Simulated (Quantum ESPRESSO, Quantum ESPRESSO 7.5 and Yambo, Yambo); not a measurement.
**A GW chain in Yambo: N (P4_2/mnm)**

Wanted: ground state, empty states, screening and self-energy for N (P4_2/mnm).

Calculated with Quantum ESPRESSO 7.5 and Yambo 5.3.0; LDA and many-body steps on it, plane waves.

**1. The structure**

The structure is tetragonal, space group P4_2/mnm (No. 136). Conventional cell: a = 4.084 Å, b = 4.084 Å, c = 5.346 Å, α = 90.00°, β = 90.00°, γ = 90.00°. Nearest to N lie 1 N at 1.11 Å.

The cell and positions are those that the Materials Project relaxed with its own functionals (PBE, PBE+U or r2SCAN), kept fixed.

**2. Ground state**

This step: Quantum ESPRESSO 7.5; DFT, LDA, plane waves, norm-conserving pseudopotentials.

The ground-state density comes first.

Contents of pw.in:

```
&control
  calculation = 'scf'
  prefix = 'x'
  outdir = 'o'
  pseudo_dir = 'pseudo'
/
&system
  ibrav = 0
  nat = 4
  ntyp = 1
  ecutwfc = 72.0
  nbnd = 16
  force_symmorphic = .true.
/
&electrons
  conv_thr = 1e-10
  electron_maxstep = 80
  mixing_beta = 0.5
/
ATOMIC_SPECIES
  N 14.007 N.upf
CELL_PARAMETERS angstrom
  4.0840619700 0.0000000000 0.0000000000
  0.0000000000 4.0840619700 0.0000000000
  0.0000000000 0.0000000000 5.3459132500
ATOMIC_POSITIONS crystal
  N 0.9042752000 0.9042752000 0.0000000000
  N 0.5957248000 0.4042752000 0.5000000000
  N 0.0957248000 0.0957248000 0.0000000000
  N 0.4042752000 0.5957248000 0.5000000000
K_POINTS automatic
  6 6 4 0 0 0
```

Started as:

```console
> OMP_NUM_THREADS=1 mpirun -n 4 pw.x -nk 4 -in pw.in > pw.out
```

The program printed:

```text
Program PWSCF v.7.5 starts

     This program is part of the open-source Quantum ESPRESSO suite
     for quantum simulation of materials; please cite
         "P. Giannozzi et al., J. Phys.:Condens. Matter 21 395502 (2009);
         "P. Giannozzi et al., J. Phys.:Condens. Matter 29 465901 (2017);
         "P. Giannozzi et al., J. Chem. Phys. 152 154105 (2020);
     in publications or presentations arising from this work. More details at
     Message from routine setup:
     using ibrav=0 with symmetry is DISCOURAGED, use correct ibrav instead

     G-vector sticks info

     bravais-lattice index     =            0
     lattice parameter (alat)  =       7.7178  a.u.
     unit-cell volume          =     601.7321 (a.u.)^3
     number of atoms/cell      =            4
     number of atomic types    =            1
     number of electrons       =        20.00
     number of Kohn-Sham states=           16
     kinetic-energy cutoff     =      72.0000  Ry
     charge density cutoff     =     288.0000  Ry
     scf convergence threshold =      1.0E-10
     mixing beta               =       0.5000
     number of iterations used =            8  plain     mixing
     Exchange-correlation= SLA  PW   NOGX NOGC
                           (   1   4   0   0   0   0   0)

     celldm(1)=   7.717759  celldm(2)=   0.000000  celldm(3)=   0.000000
     celldm(4)=   0.000000  celldm(5)=   0.000000  celldm(6)=   0.000000

     crystal axes: (cart. coord. in units of alat)
               a(1) = (   1.000000   0.000000   0.000000 )
               a(2) = (   0.000000   1.000000   0.000000 )
               a(3) = (   0.000000   0.000000   1.308970 )

     reciprocal axes: (cart. coord. in units 2 pi/alat)
               b(1) = (  1.000000  0.000000  0.000000 )
               b(2) = (  0.000000  1.000000  0.000000 )
               b(3) = (  0.000000  0.000000  0.763960 )
     Pseudo is Norm-conserving + core correction, Zval =  5.0
     Generated using ONCVPSP code by D. R. Hamann
     Using radial grid of 1058 points,  4 beta functions with:
     N                 5.00    14.00700     N ( 1.00)

      8 Sym. Ops., with inversion, found

   Cartesian axes

     site n.     atom                  positions (alat units)
         1        N      tau(   1) = (   0.9042752   0.9042752   0.0000000  )
         2        N      tau(   2) = (   0.5957248   0.4042752   0.6544848  )
         3        N      tau(   3) = (   0.0957248   0.0957248   0.0000000  )
         4        N      tau(   4) = (   0.4042752   0.5957248   0.6544848  )

     number of k points=    39
                       cart. coord. in units 2pi/alat
        k(    1) = (   0.0000000   0.0000000   0.0000000), wk =   0.0138889
        k(    2) = (   0.0000000   0.0000000   0.1909899), wk =   0.0277778
        k(    3) = (   0.0000000   0.0000000  -0.3819798), wk =   0.0138889
        k(    4) = (   0.0000000   0.1666667   0.0000000), wk =   0.0555556
        k(    5) = (   0.0000000   0.1666667   0.1909899), wk =   0.1111111
        k(    6) = (   0.0000000   0.1666667  -0.3819798), wk =   0.0555556
        k(    7) = (   0.0000000   0.3333333   0.0000000), wk =   0.0555556
        k(    8) = (   0.0000000   0.3333333   0.1909899), wk =   0.1111111
        k(    9) = (   0.0000000   0.3333333  -0.3819798), wk =   0.0555556
        k(   10) = (   0.0000000  -0.5000000   0.0000000), wk =   0.0277778
     [... 27 further rows ...]
        k(   38) = (  -0.3333333   0.3333333  -0.1909899), wk =   0.0555556
        k(   39) = (  -0.3333333   0.3333333   0.3819798), wk =   0.0277778

     Dense  grid:    49655 G-vectors     FFT dimensions: (  45,  45,  60)

     Initial potential from superposition of free atoms

     starting charge      20.0000, renormalised to      20.0000
     Starting wfcs are   16 randomized atomic wfcs

     per-process dynamical memory:    44.1 Mb

     Self-consistent Calculation

     iteration #  1     ecut=    72.00 Ry     beta= 0.50

     total energy              =     -82.79996558 Ry
     estimated scf accuracy    <       0.26100885 Ry

     iteration #  2     ecut=    72.00 Ry     beta= 0.50

     total energy              =     -82.80802141 Ry
     estimated scf accuracy    <       0.02706875 Ry

     iteration #  3     ecut=    72.00 Ry     beta= 0.50

     total energy              =     -82.81081101 Ry
     estimated scf accuracy    <       0.00179269 Ry

     iteration #  4     ecut=    72.00 Ry     beta= 0.50

     total energy              =     -82.81104371 Ry
     estimated scf accuracy    <       0.00022652 Ry

     iteration #  5     ecut=    72.00 Ry     beta= 0.50

     total energy              =     -82.81108781 Ry
     estimated scf accuracy    <       0.00000127 Ry

     iteration #  6     ecut=    72.00 Ry     beta= 0.50

     total energy              =     -82.81108844 Ry
     estimated scf accuracy    <       0.00000006 Ry

     iteration #  7     ecut=    72.00 Ry     beta= 0.50

     total energy              =     -82.81108845 Ry
     estimated scf accuracy    <          2.5E-09 Ry

     iteration #  8     ecut=    72.00 Ry     beta= 0.50

     total energy              =     -82.81108845 Ry
     estimated scf accuracy    <          5.5E-10 Ry

     iteration #  9     ecut=    72.00 Ry     beta= 0.50

     End of self-consistent calculation

          k = 0.0000 0.0000 0.0000 (  6191 PWs)   bands (ev):

   -23.8846 -23.8192  -8.8195  -8.8195  -7.7823  -7.1885  -7.1885  -7.0936
    -6.7330  -5.8685   1.0559   1.9677   2.3413   2.3413   5.1510   7.3009

          k = 0.0000 0.0000 0.1910 (  6251 PWs)   bands (ev):

   -23.8750 -23.8288  -8.8132  -8.8132  -7.7456  -7.3457  -7.1972  -7.1972
    -6.4541  -5.9296   1.1765   1.8194   2.3347   2.3347   5.3675   6.7550

          k = 0.0000 0.0000-0.3820 (  6236 PWs)   bands (ev):

   -23.8518 -23.8518  -8.8068  -8.8068  -7.6089  -7.6089  -7.2058  -7.2058
    -6.1269  -6.1269   1.4844   1.4844   2.3285   2.3285   5.9636   5.9636

          k = 0.0000 0.1667 0.0000 (  6217 PWs)   bands (ev):

     [... further k-points ...]

     highest occupied, lowest unoccupied level (ev):    -5.6641    1.0559

!    total energy              =     -82.81108845 Ry
     estimated scf accuracy    <          2.4E-11 Ry

     The total energy is the sum of the following terms:
     one-electron contribution =     -58.13272720 Ry
     hartree contribution      =      34.10185900 Ry
     xc contribution           =     -23.28406237 Ry
     ewald contribution        =     -35.49615788 Ry

     convergence has been achieved in   9 iterations

     XML data file, charge density, pseudopotentials, collected wavefunctions

=------------------------------------------------------------------------------=
   JOB DONE.
=------------------------------------------------------------------------------=
```

It took 12 s on 4 MPI ranks of Arm Neoverse V2, shared host; peak memory 0.34 GiB.

Numbers from this step:

| Property | Result |
| --- | --- |
| total energy | -1126.7023 eV |
| gap | 6.720 eV |
| k of the valence top | -0.5, -0.5, -0.5 |
| k of the conduction bottom | 0, 0, 0 |
| least direct gap | 6.924 eV |

The gap is indirect, with the least direct gap 0.20 eV higher.

**3. Bands along the symmetry lines**

Levels along a band path, at the cheap level, show where the edges lie and whether the meshes to come will hold them.

Contents of pw.in:

```
&control
  calculation = 'bands'
  prefix = 'x'
  outdir = 'o'
  pseudo_dir = 'pseudo'
/
&system
  ibrav = 0
  nat = 4
  ntyp = 1
  ecutwfc = 72.0
  nbnd = 16
  force_symmorphic = .true.
/
&electrons
  conv_thr = 1e-9
  electron_maxstep = 80
  diago_full_acc = .true.
  diago_thr_init = 5e-6
/
ATOMIC_SPECIES
  N 14.007 N.upf
CELL_PARAMETERS angstrom
  4.0840619700 0.0000000000 0.0000000000
  0.0000000000 4.0840619700 0.0000000000
  0.0000000000 0.0000000000 5.3459132500
ATOMIC_POSITIONS crystal
  N 0.9042752000 0.9042752000 0.0000000000
  N 0.5957248000 0.4042752000 0.5000000000
  N 0.0957248000 0.0957248000 0.0000000000
  N 0.4042752000 0.5957248000 0.5000000000
K_POINTS crystal
  75
  0.00000000 0.00000000 0.00000000 1
  0.00000000 0.06250000 0.00000000 1
  0.00000000 0.12500000 0.00000000 1
  0.00000000 0.18750000 0.00000000 1
  0.00000000 0.25000000 0.00000000 1
  0.00000000 0.31250000 0.00000000 1
  0.00000000 0.37500000 0.00000000 1
  0.00000000 0.43750000 0.00000000 1
  0.00000000 0.50000000 0.00000000 1
  0.06250000 0.50000000 0.00000000 1
  0.12500000 0.50000000 0.00000000 1
  0.18750000 0.50000000 0.00000000 1
  0.25000000 0.50000000 0.00000000 1
  0.31250000 0.50000000 0.00000000 1
  0.37500000 0.50000000 0.00000000 1
  0.43750000 0.50000000 0.00000000 1
  0.50000000 0.50000000 0.00000000 1
  0.43750000 0.43750000 0.00000000 1
  0.37500000 0.37500000 0.00000000 1
  0.31250000 0.31250000 0.00000000 1
  0.25000000 0.25000000 0.00000000 1
  0.18750000 0.18750000 0.00000000 1
  0.12500000 0.12500000 0.00000000 1
  0.06250000 0.06250000 0.00000000 1
  0.00000000 0.00000000 0.00000000 1
  0.00000000 0.00000000 0.06250000 1
  0.00000000 0.00000000 0.12500000 1
  0.00000000 0.00000000 0.18750000 1
  0.00000000 0.00000000 0.25000000 1
  0.00000000 0.00000000 0.31250000 1
  0.00000000 0.00000000 0.37500000 1
  0.00000000 0.00000000 0.43750000 1
  0.00000000 0.00000000 0.50000000 1
  0.00000000 0.06250000 0.50000000 1
  0.00000000 0.12500000 0.50000000 1
  0.00000000 0.18750000 0.50000000 1
  0.00000000 0.25000000 0.50000000 1
  0.00000000 0.31250000 0.50000000 1
  0.00000000 0.37500000 0.50000000 1
  0.00000000 0.43750000 0.50000000 1
  0.00000000 0.50000000 0.50000000 1
  0.06250000 0.50000000 0.50000000 1
  0.12500000 0.50000000 0.50000000 1
  0.18750000 0.50000000 0.50000000 1
  0.25000000 0.50000000 0.50000000 1
  0.31250000 0.50000000 0.50000000 1
  0.37500000 0.50000000 0.50000000 1
  0.43750000 0.50000000 0.50000000 1
  0.50000000 0.50000000 0.50000000 1
  0.43750000 0.43750000 0.50000000 1
  0.37500000 0.37500000 0.50000000 1
  0.31250000 0.31250000 0.50000000 1
  0.25000000 0.25000000 0.50000000 1
  0.18750000 0.18750000 0.50000000 1
  0.12500000 0.12500000 0.50000000 1
  0.06250000 0.06250000 0.50000000 1
  0.00000000 0.00000000 0.50000000 1
  0.00000000 0.50000000 0.00000000 1
  0.00000000 0.50000000 0.06250000 1
  0.00000000 0.50000000 0.12500000 1
  0.00000000 0.50000000 0.18750000 1
  0.00000000 0.50000000 0.25000000 1
  0.00000000 0.50000000 0.31250000 1
  0.00000000 0.50000000 0.37500000 1
  0.00000000 0.50000000 0.43750000 1
  0.00000000 0.50000000 0.50000000 1
  0.50000000 0.50000000 0.00000000 1
  0.50000000 0.50000000 0.06250000 1
  0.50000000 0.50000000 0.12500000 1
  0.50000000 0.50000000 0.18750000 1
  0.50000000 0.50000000 0.25000000 1
  0.50000000 0.50000000 0.31250000 1
  0.50000000 0.50000000 0.37500000 1
  0.50000000 0.50000000 0.43750000 1
  0.50000000 0.50000000 0.50000000 1
```

The program printed:

```text
[banner, memory and clock lines left out]
Program PWSCF v.7.5 starts

     Atomic positions and unit cell read from directory:
     o/x.save/

     Message from routine setup:
     using ibrav=0 with symmetry is DISCOURAGED, use correct ibrav instead

     G-vector sticks info

     bravais-lattice index     =            0
     lattice parameter (alat)  =       7.7178  a.u.
     unit-cell volume          =     601.7321 (a.u.)^3
     number of atoms/cell      =            4
     number of atomic types    =            1
     number of electrons       =        20.00
     number of Kohn-Sham states=           16
     kinetic-energy cutoff     =      72.0000  Ry
     charge density cutoff     =     288.0000  Ry
     Exchange-correlation= SLA  PW   NOGX NOGC
                           (   1   4   0   0   0   0   0)

     celldm(1)=   7.717759  celldm(2)=   0.000000  celldm(3)=   0.000000
     celldm(4)=   0.000000  celldm(5)=   0.000000  celldm(6)=   0.000000

     crystal axes: (cart. coord. in units of alat)
               a(1) = (   1.000000   0.000000   0.000000 )
               a(2) = (   0.000000   1.000000   0.000000 )
               a(3) = (   0.000000   0.000000   1.308970 )

     reciprocal axes: (cart. coord. in units 2 pi/alat)
               b(1) = (  1.000000  0.000000  0.000000 )
               b(2) = (  0.000000  1.000000  0.000000 )
               b(3) = (  0.000000  0.000000  0.763960 )
     Pseudo is Norm-conserving + core correction, Zval =  5.0
     Generated using ONCVPSP code by D. R. Hamann
     Using radial grid of 1058 points,  4 beta functions with:
     N                 5.00    14.00700     N ( 1.00)

      8 Sym. Ops., with inversion, found

   Cartesian axes

     site n.     atom                  positions (alat units)
         1        N      tau(   1) = (   0.9042752   0.9042752   0.0000000  )
         2        N      tau(   2) = (   0.5957248   0.4042752   0.6544848  )
         3        N      tau(   3) = (   0.0957248   0.0957248   0.0000000  )
         4        N      tau(   4) = (   0.4042752   0.5957248   0.6544848  )

     number of k points=    75
                       cart. coord. in units 2pi/alat
        k(    1) = (   0.0000000   0.0000000   0.0000000), wk =   0.0266667
        k(    2) = (   0.0000000   0.0625000   0.0000000), wk =   0.0266667
        k(    3) = (   0.0000000   0.1250000   0.0000000), wk =   0.0266667
[...]
[... 63 further rows ...]
        k(   74) = (   0.5000000   0.5000000   0.3342323), wk =   0.0266667
        k(   75) = (   0.5000000   0.5000000   0.3819798), wk =   0.0266667

     Dense  grid:    49655 G-vectors     FFT dimensions: (  45,  45,  60)

     The potential is recalculated from file :
     o/x.save/charge-density

     Starting wfcs are   16 randomized atomic wfcs

     Band Structure Calculation

     End of band structure calculation

          k = 0.0000 0.0000 0.0000 (  6191 PWs)   bands (ev):

   -23.8846 -23.8192  -8.8194  -8.8194  -7.7822  -7.1885  -7.1885  -7.0935
    -6.7330  -5.8685   1.0559   1.9678   2.3414   2.3414   5.1511   7.3009

          k = 0.0000 0.0625 0.0000 (  6201 PWs)   bands (ev):

   -23.8835 -23.8194  -8.8301  -8.8292  -7.7745  -7.2213  -7.1953  -7.0986
[...]
k = 0.0000 0.1250 0.0000 (  6199 PWs)   bands (ev):

[...]
k = 0.5000 0.5000 0.3342 (  6160 PWs)   bands (ev):

[...]
k = 0.5000 0.5000 0.3820 (  6144 PWs)   bands (ev):

   -23.8269 -23.8269  -9.2201  -9.2201  -7.6062  -7.6062  -7.3888  -7.3888
    -5.6640  -5.6640   1.9108   1.9108   2.8997   2.8997   6.8405   6.8405

     XML data file, pseudopotentials, collected wavefunctions
```

Run time: 7.1 s. Hardware: 4 MPI ranks; peak memory 0.26 GiB.

Numbers from this step:

| Property | Result |
| --- | --- |
| gap | 6.720 eV |
| k of the valence top | 0.5, 0.5, 0.5 |
| k of the conduction bottom | 0, 0, 0 |
| least direct gap | 6.924 eV |

The gap is 6.720 eV, as in the run before at this level.

The electronic bands at the labelled points (eV, zero at the top of the highest filled band):

| point | band 7 | band 8 | band 9 | band 10 | band 11 | band 12 | band 13 | band 14 |
| --- | --- | --- | --- | --- | --- | --- | --- | --- |
| Γ | -1.52 | -1.43 | -1.07 | -0.20 | 6.72 | 7.63 | 8.01 | 8.01 |
| halfway | -1.61 | -1.51 | -0.64 | -0.15 | 7.14 | 7.82 | 7.89 | 7.90 |
| X | -1.73 | -1.73 | -0.25 | -0.25 | 7.78 | 7.78 | 7.79 | 7.79 |
| halfway | -1.71 | -1.71 | -0.12 | -0.12 | 7.67 | 7.67 | 8.15 | 8.15 |
| M | -1.69 | -1.69 | -0.04 | -0.04 | 7.54 | 7.54 | 8.56 | 8.56 |
| halfway | -1.71 | -1.56 | -0.39 | -0.08 | 7.54 | 7.77 | 7.79 | 8.07 |
| Γ | -1.52 | -1.43 | -1.07 | -0.20 | 6.72 | 7.63 | 8.01 | 8.01 |
| halfway | -1.53 | -1.53 | -0.79 | -0.27 | 6.84 | 7.48 | 8.00 | 8.00 |
| Z | -1.54 | -1.54 | -0.46 | -0.46 | 7.15 | 7.15 | 7.99 | 7.99 |
| halfway | -1.55 | -1.55 | -0.37 | -0.37 | 7.36 | 7.36 | 7.95 | 7.95 |
| R | -1.53 | -1.53 | -0.30 | -0.30 | 7.40 | 7.40 | 8.10 | 8.10 |
| halfway | -1.62 | -1.62 | -0.13 | -0.13 | 7.54 | 7.54 | 8.26 | 8.26 |
| A | -1.72 | -1.72 | 0.00 | 0.00 | 7.57 | 7.57 | 8.56 | 8.56 |
| halfway | -1.71 | -1.53 | -0.25 | -0.22 | 7.47 | 7.68 | 7.81 | 8.12 |
| Z | -1.54 | -1.54 | -0.46 | -0.46 | 7.15 | 7.15 | 7.99 | 7.99 |
| jump to X | -1.73 | -1.73 | -0.25 | -0.25 | 7.78 | 7.78 | 7.79 | 7.79 |
| halfway | -1.60 | -1.60 | -0.27 | -0.27 | 7.52 | 7.52 | 8.02 | 8.02 |
| R | -1.53 | -1.53 | -0.30 | -0.30 | 7.40 | 7.40 | 8.10 | 8.10 |
| jump to M | -1.69 | -1.69 | -0.04 | -0.04 | 7.54 | 7.54 | 8.56 | 8.56 |
| halfway | -1.71 | -1.71 | -0.02 | -0.02 | 7.56 | 7.56 | 8.56 | 8.56 |
| A | -1.72 | -1.72 | 0.00 | 0.00 | 7.57 | 7.57 | 8.56 | 8.56 |

(Part 1 of 3 ends here.)

[Paths, hosts, dates, memory and timing lines, banners, echoed tables and standing remarks are left out of the program output.]

[Logs are printed without paths, hosts, clocks, repeated set-up lines and the standing remarks that a program may print on its own settings, such as how far it seeks lower states.]

[Runs of the session that timed out or met a known fault of the program may be left out.]

[Hosts, paths, dates, database ids (printed as entryN), source tags and the programs' standing remarks are cut or masked in the printed files.]
